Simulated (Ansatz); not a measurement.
## S on Hf(0001): change of the work function

How does S on the fcc site change the work function of Hf(0001) as the layer fills?

Calculated with Ansatz 0.2.0; plane-wave DFT, PBE, Ansatz PAW.

## 1. The structure

The cell holds 4 atoms: 4 Hf. Its edges and angles: a = 3.200 Å, b = 3.200 Å, c = 25.594 Å, α = 90.0°, β = 90.0°, γ = 60.0°. Vacuum lies along c.

Structure file:

```cif
data_structure
_symmetry_space_group_name_H-M 'P 1'
_symmetry_Int_Tables_number 1
_cell_length_a 3.2000
_cell_length_b 3.2000
_cell_length_c 25.5936
_cell_angle_alpha 90.000
_cell_angle_beta 90.000
_cell_angle_gamma 60.000
_cell_volume 226.97
loop_
_atom_site_label
_atom_site_type_symbol
_atom_site_fract_x
_atom_site_fract_y
_atom_site_fract_z
_atom_site_occupancy
Hf1 Hf 0.66667 0.66667 0.35165 1
Hf2 Hf 0.00000 0.00000 0.45055 1
Hf3 Hf 0.66667 0.66667 0.54945 1
Hf4 Hf 0.00000 0.00000 0.64835 1
```

## 2. The clean slab

The bare slab comes first, as the zero from which every change is counted. The two lowest layers are held at bulk places and the upper ones relax. The dipole correction removes the false field that a one-sided slab makes across the periodic vacuum, so each face gets a flat vacuum level of its own.

Input file input.yaml:

```yaml
crystal:
  lattice:
    - [3.2, 0.0, 0.0]
    - [1.6, 2.7712812921, 0.0]
    - [0.0, 0.0, 25.5936]
  atoms:
    - { symbol: Hf, position: [0.6666666667, 0.6666666667, 0.3516504126] }
    - { symbol: Hf, position: [0.0, 0.0, 0.4505501375] }
    - { symbol: Hf, position: [0.6666666667, 0.6666666667, 0.5494498625] }
    - { symbol: Hf, position: [0.0, 0.0, 0.6483495874] }
kpoints:
  mp_grid: { grid: [12, 12, 1] }
hamiltonian:
  xc: pbe
scf:
  occupations: { method: fermi_dirac, width: 0.1 }
  convergence: { dr2_threshold: 1.0e-08 }
efield:
  axis: 3
  dipole_correction: true
  ramp_position: 0.97
  ramp_width: 0.06
relax:
  f_tol: 0.02
  max_steps: 60
  constraints: [{ sites: [0, 1] }]
output:
  write_potential: true
  write_density: true
  volumetric_format: npy
```

Started as:

```console
ansatz run input.yaml --threads 4 --pin off --max-ram 16384MiB --backend cpu --events-out ev --progress --plain --runs-dir out
```

What it wrote:

```text
Engine: ansatz 0.2.0, aarch64-unknown-linux-gnu
Pseudopotentials: kind: paw
Pseudopotential: Hf, paw, valence charge 26, recommended cutoff 420 eV (normal), Hf.paw.azcp
Functional definition: PBE
  parameter kappa = 0.804
  parameter beta = 0.066725
  exchange = pbe_x(kappa = kappa, mu = beta*pi^2/3)
  correlation = pbe_c(beta = beta)
Crystal: 4 atoms, lattice volume = 226.967 Å³
Basis set: ecut = 420 eV, 4501 PW (Γ), exchange–correlation on 48×48×360 points (8 copies of the dense FFT grid, shifted against one another)
Bands: 63, of which v1, the nominal top of the filled ones, is band 52 counted from 1 (51 counted from 0)
Symmetry: 6 space group operations
k-points: 19 of 144 (time reversal used)
Non-local potential: Hf, projectors of the file, l = 0: 3, l = 1: 2, l = 2: 2, l = 3: 3
PAW form: soft (Blöchl's): semilocal exchange-correlation on the pseudo side does not see the compensation charge
PAW one-centre angular grid: Hf, 590 points (default); XC on 64 Gauss nodes
Initial density: superposition of atomic densities (neutral atoms: chi_scale 0, normalization atom), corrected by the library's trained network
Initial wavefunctions: pseudopotential atomic-orbital guess
Functional: x = pbe(κ = 0.804, μ = 0.219515), c = pbe(β = 0.066725)
SCF iter   1: F=—  HF=-62883.574226 eV  |F-HF|=—  |Δ(HF+E_count)|=         —  Δρ=6.91e-3  dr2=2.48e0  ethr=1.77e-3  p=0.000 e·Å  D=2.71e-14 V/Å  ΔV_dip=-0.00 eV  dr2_dipole=5.24e-7  V_vac-E_F(+/−)=4.47/4.47 eV  ⟨swp⟩=5.7  Hψ=3956  notcnv=0
efield: sawtooth ramp at fractional position 0.9700 (set: `efield.ramp_position`, or a place that a band, a saddle search or an elastic batch's reference lends), width 0.0600; the density the first Hamiltonian is built on has a dipole p = 0.000 e·Å; the dipole correction subtracts the counter field D = 2.71e-14 V/Å, which shifts the + side's vacuum level by -0.00 eV against the − side's; the planar-averaged density in the ramp window peaks in size at 2.6e-5 e/Å³
preconditioner: auto → LDOS  [metal: Δε(μ)=0.011 eV  Ē_g=17.068 eV  σ=0.100 eV  W_gap=0.03  n_scr=60 (ndim 8)  ℏωp=24.1 eV  f_vac=0.553  D(μ)=6.26/eV (n_scr^D=18)  β→1.0]
SCF iter   2: F=—  HF=-62883.510512 eV  |F-HF|=—  |Δ(HF+E_count)|=   6.37e-2  Δρ=2.12e-3  dr2=5.30e-2  ethr=1.77e-3  p=-0.000 e·Å  D=-3.82e-6 V/Å  ΔV_dip=0.00 eV  dr2_dipole=6.74e-7  V_vac-E_F(+/−)=4.35/4.35 eV  ⟨swp⟩=2.1  Hψ=1531  notcnv=0  defer=7
SCF iter   3: F=—  HF=-62883.507732 eV  |F-HF|=—  |Δ(HF+E_count)|=   2.78e-3  Δρ=1.29e-3  dr2=1.82e-2  ethr=5.10e-5  p=0.000 e·Å  D=2.75e-6 V/Å  ΔV_dip=-0.00 eV  dr2_dipole=1.17e-7  V_vac-E_F(+/−)=4.38/4.38 eV  ⟨swp⟩=2.0  Hψ=2304  notcnv=0  defer=7
SCF iter   4: F=—  HF=-62883.506374 eV  |F-HF|=—  |Δ(HF+E_count)|=   1.36e-3  Δρ=3.13e-4  dr2=1.35e-3  ethr=1.75e-5  p=0.000 e·Å  D=1.63e-6 V/Å  ΔV_dip=-0.00 eV  dr2_dipole=2.59e-8  V_vac-E_F(+/−)=4.37/4.37 eV  ⟨swp⟩=1.8  Hψ=1505  notcnv=0  defer=7
SCF iter   5: F=—  HF=-62883.506585 eV  |F-HF|=—  |Δ(HF+E_count)|=   2.11e-4  Δρ=1.18e-4  dr2=3.29e-5  ethr=1.30e-6  p=0.000 e·Å  D=8.47e-7 V/Å  ΔV_dip=-0.00 eV  dr2_dipole=1.09e-8  V_vac-E_F(+/−)=4.36/4.36 eV  ⟨swp⟩=1.8  Hψ=1734  notcnv=0  defer=7
SCF iter   6: F=—  HF=-62883.506637 eV  |F-HF|=—  |Δ(HF+E_count)|=   5.19e-5  Δρ=4.63e-5  dr2=7.25e-6  ethr=3.16e-8  p=0.000 e·Å  D=5.79e-7 V/Å  ΔV_dip=-0.00 eV  dr2_dipole=1.52e-8  V_vac-E_F(+/−)=4.36/4.36 eV  ⟨swp⟩=2.2  Hψ=2138  notcnv=0  defer=7
SCF iter   7: F=—  HF=-62883.506507 eV  |F-HF|=—  |Δ(HF+E_count)|=   1.30e-4  Δρ=1.59e-5  dr2=7.02e-7  ethr=6.97e-9  p=0.000 e·Å  D=3.08e-7 V/Å  ΔV_dip=-0.00 eV  dr2_dipole=4.33e-9  V_vac-E_F(+/−)=4.36/4.36 eV  ⟨swp⟩=2.1  Hψ=2094  notcnv=0  defer=7
SCF iter   8: F=—  HF=-62883.506508 eV  |F-HF|=—  |Δ(HF+E_count)|=   1.20e-6  Δρ=6.71e-6  dr2=1.23e-7  ethr=6.75e-10  p=0.000 e·Å  D=2.18e-7 V/Å  ΔV_dip=-0.00 eV  dr2_dipole=8.53e-10  V_vac-E_F(+/−)=4.36/4.36 eV  ⟨swp⟩=2.1  Hψ=2101  notcnv=0  defer=7
SCF iter   9: F=—  HF=-62883.506508 eV  |F-HF|=—  |Δ(HF+E_count)|=   2.68e-7  Δρ=2.35e-6  dr2=1.92e-8  ethr=1.18e-10  p=0.000 e·Å  D=1.16e-7 V/Å  ΔV_dip=-0.00 eV  dr2_dipole=6.93e-14  V_vac-E_F(+/−)=4.36/4.36 eV  ⟨swp⟩=2.1  Hψ=2128  notcnv=0  defer=7
SCF iter  10: F=-62883.506508 eV  HF=-62883.506508 eV  |F-HF|=1.14e-8  |Δ(HF+E_count)|=   5.79e-8  Δρ=9.35e-7  dr2=3.60e-9  ethr=9.62e-12  p=0.000 e·Å  D=6.53e-8 V/Å  ΔV_dip=-0.00 eV  dr2_dipole=3.71e-14  V_vac-E_F(+/−)=4.36/4.36 eV  ⟨swp⟩=9.3  Hψ=8899  notcnv=0
SCF 1 converged in 10 iterations: F = -62883.506508 eV  dr2 = 3.60e-9
  greatest PAW one-centre occupation: 0.999 electrons in one spin orbital (limit 2), on the Hf atom at site 0 (counted from 0), in its partial waves of l = 0
relax step   1: F+E_penalty+E_count = -62883.50650814 eV  Δ(F+E_penalty+E_count) = +0.000e0 eV  max|allowed force component| = 8.192e-1 eV/Å  Δτ_max = 0.0000 Å  (10 SCF iters, accepted)
Initial density: handed on by an earlier stage of this run
Initial wavefunctions: those handed on with the density
SCF iter   1: F=—  HF=-62883.670937 eV  |F-HF|=—  |Δ(HF+E_count)|=         —  Δρ=9.48e-3  dr2=3.84e0  ethr=3.10e-3  p=0.000 e·Å  D=6.60e-8 V/Å  ΔV_dip=-0.00 eV  dr2_dipole=9.17e-1  V_vac-E_F(+/−)=4.38/4.38 eV  ⟨swp⟩=4.2  Hψ=2490  notcnv=0  defer=4
efield: sawtooth ramp at fractional position 0.9700 (set: `efield.ramp_position`, or a place that a band, a saddle search or an elastic batch's reference lends), width 0.0600; the density the first Hamiltonian is built on has a dipole p = 0.000 e·Å; the dipole correction subtracts the counter field D = 6.60e-8 V/Å, which shifts the + side's vacuum level by -0.00 eV against the − side's; the planar-averaged density in the ramp window peaks in size at 1.4e-7 e/Å³
preconditioner: auto → LDOS  [metal: Δε(μ)=0.008 eV  Ē_g=17.092 eV  σ=0.100 eV  W_gap=0.02  n_scr=60 (ndim 8)  ℏωp=24.1 eV  f_vac=0.557  D(μ)=5.33/eV (n_scr^D=16)  β→1.0]
SCF iter   2: F=—  HF=-62883.538296 eV  |F-HF|=—  |Δ(HF+E_count)|=   1.33e-1  Δρ=5.98e-3  dr2=4.50e-1  ethr=3.10e-3  p=0.009 e·Å  D=7.20e-3 V/Å  ΔV_dip=-0.18 eV  dr2_dipole=3.63e-2  V_vac-E_F(+/−)=4.18/4.36 eV  ⟨swp⟩=2.5  Hψ=1712  notcnv=0  defer=10
SCF iter   3: F=—  HF=-62883.508561 eV  |F-HF|=—  |Δ(HF+E_count)|=   2.97e-2  Δρ=2.78e-3  dr2=4.73e-2  ethr=4.33e-4  p=0.006 e·Å  D=4.46e-3 V/Å  ΔV_dip=-0.11 eV  dr2_dipole=3.42e-5  V_vac-E_F(+/−)=4.27/4.38 eV  ⟨swp⟩=3.0  Hψ=2355  notcnv=0  defer=10
[...]
SCF iter   7: F=—  HF=-62883.565817 eV  |F-HF|=—  |Δ(HF+E_count)|=   2.18e-6  Δρ=1.74e-5  dr2=7.22e-7  ethr=1.52e-8  p=0.002 e·Å  D=1.44e-3 V/Å  ΔV_dip=-0.04 eV  dr2_dipole=8.37e-8  V_vac-E_F(+/−)=4.34/4.38 eV  ⟨swp⟩=2.1  Hψ=2209  notcnv=0  defer=8
SCF iter   8: F=—  HF=-62883.565680 eV  |F-HF|=—  |Δ(HF+E_count)|=   1.37e-4  Δρ=6.75e-6  dr2=4.18e-7  ethr=6.94e-10  p=0.002 e·Å  D=1.36e-3 V/Å  ΔV_dip=-0.03 eV  dr2_dipole=1.31e-7  V_vac-E_F(+/−)=4.34/4.38 eV  ⟨swp⟩=2.2  Hψ=2159  notcnv=0  defer=8
SCF iter   9: F=—  HF=-62883.565680 eV  |F-HF|=—  |Δ(HF+E_count)|=   1.20e-7  Δρ=2.37e-6  dr2=6.97e-8  ethr=4.02e-10  p=0.002 e·Å  D=1.34e-3 V/Å  ΔV_dip=-0.03 eV  dr2_dipole=2.16e-8  V_vac-E_F(+/−)=4.34/4.38 eV  ⟨swp⟩=2.3  Hψ=1598  notcnv=0  defer=8
SCF iter  10: F=—  HF=-62883.565680 eV  |F-HF|=—  |Δ(HF+E_count)|=   2.58e-8  Δρ=9.36e-7  dr2=2.09e-8  ethr=6.70e-11  p=0.002 e·Å  D=1.33e-3 V/Å  ΔV_dip=-0.03 eV  dr2_dipole=7.64e-9  V_vac-E_F(+/−)=4.34/4.38 eV  ⟨swp⟩=2.1  Hψ=1661  notcnv=0  defer=8
SCF iter  11: F=-62883.565680 eV  HF=-62883.565680 eV  |F-HF|=6.62e-10  |Δ(HF+E_count)|=   3.39e-9  Δρ=3.51e-7  dr2=1.45e-9  ethr=9.62e-12  p=0.002 e·Å  D=1.32e-3 V/Å  ΔV_dip=-0.03 eV  dr2_dipole=2.40e-10  V_vac-E_F(+/−)=4.34/4.38 eV  ⟨swp⟩=9.8  Hψ=9095  notcnv=0
SCF 3 converged in 11 iterations: F = -62883.565680 eV  dr2 = 1.45e-9
relax step   3: F+E_penalty+E_count = -62883.56567999 eV  Δ(F+E_penalty+E_count) = -5.917e-2 eV  max|allowed force component| = 1.717e-1 eV/Å  Δτ_max = 0.0893 Å  (11 SCF iters, accepted)
[...]
relax step   4: F+E_penalty+E_count = -62883.56763627 eV  Δ(F+E_penalty+E_count) = -1.956e-3 eV  max|allowed force component| = 4.706e-2 eV/Å  Δτ_max = 0.0184 Å  (8 SCF iters, accepted)
SCF iter   1: F=—  HF=-62883.568121 eV  |F-HF|=—  |Δ(HF+E_count)|=         —  Δρ=3.45e-4  dr2=2.61e-3  ethr=5.67e-5  p=0.003 e·Å  D=2.04e-3 V/Å  ΔV_dip=-0.05 eV  dr2_dipole=3.65e-5  V_vac-E_F(+/−)=4.33/4.38 eV  ⟨swp⟩=2.0  Hψ=1658  notcnv=0  defer=9
efield: sawtooth ramp at fractional position 0.9700 (set: `efield.ramp_position`, or a place that a band, a saddle search or an elastic batch's reference lends), width 0.0600; the density the first Hamiltonian is built on has a dipole p = 0.003 e·Å; the dipole correction subtracts the counter field D = 2.04e-3 V/Å, which shifts the + side's vacuum level by -0.05 eV against the − side's; the planar-averaged density in the ramp window peaks in size at 1.6e-7 e/Å³
preconditioner: auto → LDOS  [metal: Δε(μ)=0.009 eV  Ē_g=17.042 eV  σ=0.100 eV  W_gap=0.02  n_scr=60 (ndim 8)  ℏωp=24.1 eV  f_vac=0.554  D(μ)=6.18/eV (n_scr^D=18)  β→1.0]
SCF iter   2: F=—  HF=-62883.567979 eV  |F-HF|=—  |Δ(HF+E_count)|=   1.42e-4  Δρ=1.79e-4  dr2=3.66e-4  ethr=2.51e-6  p=0.002 e·Å  D=1.74e-3 V/Å  ΔV_dip=-0.04 eV  dr2_dipole=1.22e-5  V_vac-E_F(+/−)=4.34/4.38 eV  ⟨swp⟩=2.0  Hψ=1515  notcnv=0  defer=9
SCF iter   3: F=—  HF=-62883.567967 eV  |F-HF|=—  |Δ(HF+E_count)|=   1.25e-5  Δρ=8.58e-5  dr2=3.95e-5  ethr=3.52e-7  p=0.002 e·Å  D=1.86e-3 V/Å  ΔV_dip=-0.05 eV  dr2_dipole=3.65e-8  V_vac-E_F(+/−)=4.33/4.38 eV  ⟨swp⟩=2.0  Hψ=2093  notcnv=0  defer=9
SCF iter   4: F=—  HF=-62883.567971 eV  |F-HF|=—  |Δ(HF+E_count)|=   4.31e-6  Δρ=2.41e-5  dr2=7.73e-6  ethr=3.79e-8  p=0.002 e·Å  D=1.84e-3 V/Å  ΔV_dip=-0.05 eV  dr2_dipole=2.66e-6  V_vac-E_F(+/−)=4.33/4.38 eV  ⟨swp⟩=2.0  Hψ=2095  notcnv=0  defer=9
SCF iter   5: F=—  HF=-62883.567835 eV  |F-HF|=—  |Δ(HF+E_count)|=   1.36e-4  Δρ=9.27e-6  dr2=2.80e-7  ethr=7.43e-9  p=0.002 e·Å  D=1.84e-3 V/Å  ΔV_dip=-0.05 eV  dr2_dipole=1.37e-9  V_vac-E_F(+/−)=4.33/4.38 eV  ⟨swp⟩=2.0  Hψ=1657  notcnv=0  defer=9
SCF iter   6: F=—  HF=-62883.567835 eV  |F-HF|=—  |Δ(HF+E_count)|=   7.87e-8  Δρ=3.23e-6  dr2=5.28e-8  ethr=2.69e-10  p=0.002 e·Å  D=1.85e-3 V/Å  ΔV_dip=-0.05 eV  dr2_dipole=4.35e-9  V_vac-E_F(+/−)=4.33/4.38 eV  ⟨swp⟩=2.0  Hψ=2116  notcnv=0  defer=9
SCF iter   7: F=—  HF=-62883.567835 eV  |F-HF|=—  |Δ(HF+E_count)|=   3.57e-8  Δρ=1.30e-6  dr2=1.03e-8  ethr=9.62e-12  p=0.002 e·Å  D=1.86e-3 V/Å  ΔV_dip=-0.05 eV  dr2_dipole=3.94e-10  V_vac-E_F(+/−)=4.33/4.38 eV  ⟨swp⟩=10.3  Hψ=9635  notcnv=0
SCF iter   8: F=-62883.567835 eV  HF=-62883.567835 eV  |F-HF|=5.09e-11  |Δ(HF+E_count)|=   6.89e-9  Δρ=5.25e-7  dr2=1.69e-9  ethr=9.62e-12  p=0.002 e·Å  D=1.86e-3 V/Å  ΔV_dip=-0.05 eV  dr2_dipole=5.32e-10  V_vac-E_F(+/−)=4.33/4.38 eV  ⟨swp⟩=9.7  Hψ=8498  notcnv=0
SCF 5 converged in 8 iterations: F = -62883.567835 eV  dr2 = 1.69e-9
relax step   5: F+E_penalty+E_count = -62883.56783470 eV  Δ(F+E_penalty+E_count) = -1.984e-4 eV  max|allowed force component| = 1.704e-3 eV/Å  Δτ_max = 0.0094 Å  (8 SCF iters, accepted)
NSCF: frozen V_eff on 19 k-points
the band table was solved once a step of the walk had ended and its energy, with any forces and stress, was formed, with the checks that follow a solve (5245 applications of the Hamiltonian). They found nothing against the state; the energy, forces and stress were not computed again (output.eigenvalues in the input reference)
WARN: The output density's exchange-correlation potential varies sharply where the density is thin. Do not read a vacuum level from v_tot or v_xc, or from such a field of the output density. On a cell that repeats whose density bears no net charge and no dipole along the vacuum's axis use v_es (v_loc + v_h of the components); under efield.dipole_correction with no amplitude use v_es + v_field, which holds any externa [...]
SCF converged after 8 iterations
Free energy (F): -62883.567835 eV
Harris-Foulkes:  -62883.567835 eV  (|F-HF|=5.09e-11)
Internal energy: -62883.372085 eV  (E = F + TS)
E sigma→0 (E₀):  -62883.469960 eV
Entropy (-TS):   -0.195750 eV (-48.937 meV/atom)
Fermi energy:    5.322127 eV
Dipole field:    D = 0.001891 V/Å  (p = 0.002372 e·Å, saw-weighted, corrected)
Work function:   Φ+ = 4.3323 eV   Φ− = 4.3807 eV
Levels:          The Fermi level and band energies are counted from a zero that moves with the ramp; work functions are not
--- Per-component energies (eV) ---
  E_band       = -1375.554868
  E_kinetic    = 1692.852933
  E_local      = -198039.683772  (includes V_loc(G=0)·N_el)
  E_nonlocal   = -4977.793772
  E_hartree    = 97660.541322
  E_xc         = -1197.750381
  E_vxc        = -1061.044369  (∫ρ·V_xc dr)
  E_paw        = -27710.418735  (= ΣΔE_a)
  E_vpaw       = 5689.037659  (= ΣTr[D̂ρ^β])
  E_aug_tail   = -0.000005  (compensation charges beyond the density's cutoff)
  E_efield     = 0.000002  (sawtooth field / dipole correction)
  E_vefield    = -0.003193  (∫n·V_field dr)
  E_ewald      = 69688.880323
  E_smearing   = -0.195750  (= −TS)
  E_closure    = -0.000000  (closes the sum)
  Σ components = -62883.567835   (vs F -62883.567835, Δ=0.00e0)
--- Forces (eV/Å), atoms counted from 1 ---
  atom   1  Hf    -0.00000000     0.00000000     0.66028476
  atom   2  Hf     0.00000000    -0.00000000    -0.65727949
  atom   3  Hf    -0.00000000     0.00000000    -0.00130238
  atom   4  Hf     0.00000000    -0.00000000    -0.00170409
  max |Σ_I F_I| component: 1.19e-6 eV/Å
--- Band table (eV; the first three rows and the last of 19) ---
  k-point 0: bands = [... 48 lower, 5.0697, 5.3423, 5.7534, 6.0479, 6.3967, 6.3967, 6.4979, 6.4979, ... 7 higher]
  k-point 1: bands = [... 48 lower, 4.9871, 5.2870, 5.5948, 5.9285, 6.2135, 6.2357, 6.5548, 6.5574, ... 7 higher]
  k-point 2: bands = [... 48 lower, 4.6880, 4.9972, 5.1933, 5.5914, 5.7265, 5.9912, 6.3752, 6.6642, ... 7 higher]
  k-point 18: bands = [... 48 lower, 4.0352, 4.2042, 4.2896, 5.2805, 5.3081, 5.4817, 5.5196, 5.7372, ... 7 higher]
--- Relaxed structure (5 steps of the walk, 4 accepted, 0 SCFs on fresh bases) ---
  F+E_penalty+E_count = -62883.56783470 eV   max|allowed force component| = 1.704e-3 eV/Å
  atoms:
    - { symbol: Hf, position: [0.666667, 0.666667, 0.3516504126] }
    - { symbol: Hf, position: [0.0, 0.0, 0.4505501375] }
    - { symbol: Hf, position: [0.666667, 0.666667, 0.553686] }
    - { symbol: Hf, position: [0, 0, 0.646654] }
```

Elapsed: 38 s, on 4 threads of Arm Neoverse V1, shared host; peak memory 0.71 GiB; 2.4 min of CPU time.

Step by step:

```tsv
step	energy less that of the first step (eV)	largest force component (eV/Å)
1	0.0000	0.8192
2	0.0064	1.1135
3	-0.0592	0.1717
4	-0.0611	0.0471
5	-0.0613	0.0017
```

Relaxation step 2 was tried and not accepted.

Forces are held to the 6 operations that the program found; a distortion that breaks them can't arise in this run.

The atoms that moved most (Å):

```tsv
atom	dx	dy	dz	length
Hf3	0.000	0.000	0.108	0.108
Hf4	0.000	0.000	-0.043	0.043
```

Final coordinates:

```xyz
4
Lattice="3.2000 0.0000 0.0000 1.6000 2.7713 0.0000 0.0000 0.0000 25.5936" Properties=species:S:1:pos:R:3
Hf    3.2000    1.8475    9.0000
Hf    0.0000    0.0000   11.5312
Hf    3.2000    1.8475   14.1708
Hf    0.0000    0.0000   16.5502
```

This step gave:

```
energy at zero smearing        : -62883.4700 eV
work function, upper face      : 4.332 eV
work function, lower face      : 4.381 eV
dipole along the normal        : 0.002372 e·Å
step between the vacuum levels : -0.04841 eV
```

Running mean over 2.5312 Å of the planar mean; the ramp of the sawtooth is left out. Electron's electrostatic potential energy less the Fermi level against z:

```tsv
z (Å)	electron's electrostatic potential energy less the Fermi level (eV)
3	4.38
4	4.38
5	4.35
6	4.13
7	2.31
8	-4.04
9	-7.41
10	-7.30
11	-7.26
12	-7.07
13	-6.68
14	-7.23
15	-8.07
16	-7.96
17	-6.75
18	-0.937
19	3.51
20	4.24
21	4.32
22	4.33
```

The relaxation took 5 steps and lowered the energy by 0.061 eV; the largest force on the free atoms ends at 0.0017 eV/Å.

The work function of the upper face is 4.33 eV.

[end of part 1 of 4]

[Long decimals in the printed logs are rounded to 6 places.]

[Logs are printed without paths, hosts, clocks, repeated set-up lines and the standing remarks that a program may print on its own settings, such as how far it seeks lower states.]

[Hosts, paths, dates, database ids (printed as entryN), source tags and the programs' standing remarks are cut or masked in the printed files.]

[Maps of the electrostatic potential energy from Ansatz leave out the sawtooth potential of an applied field or a dipole correction, so their vacuum need not be flat; planar profiles and work functions include it.]
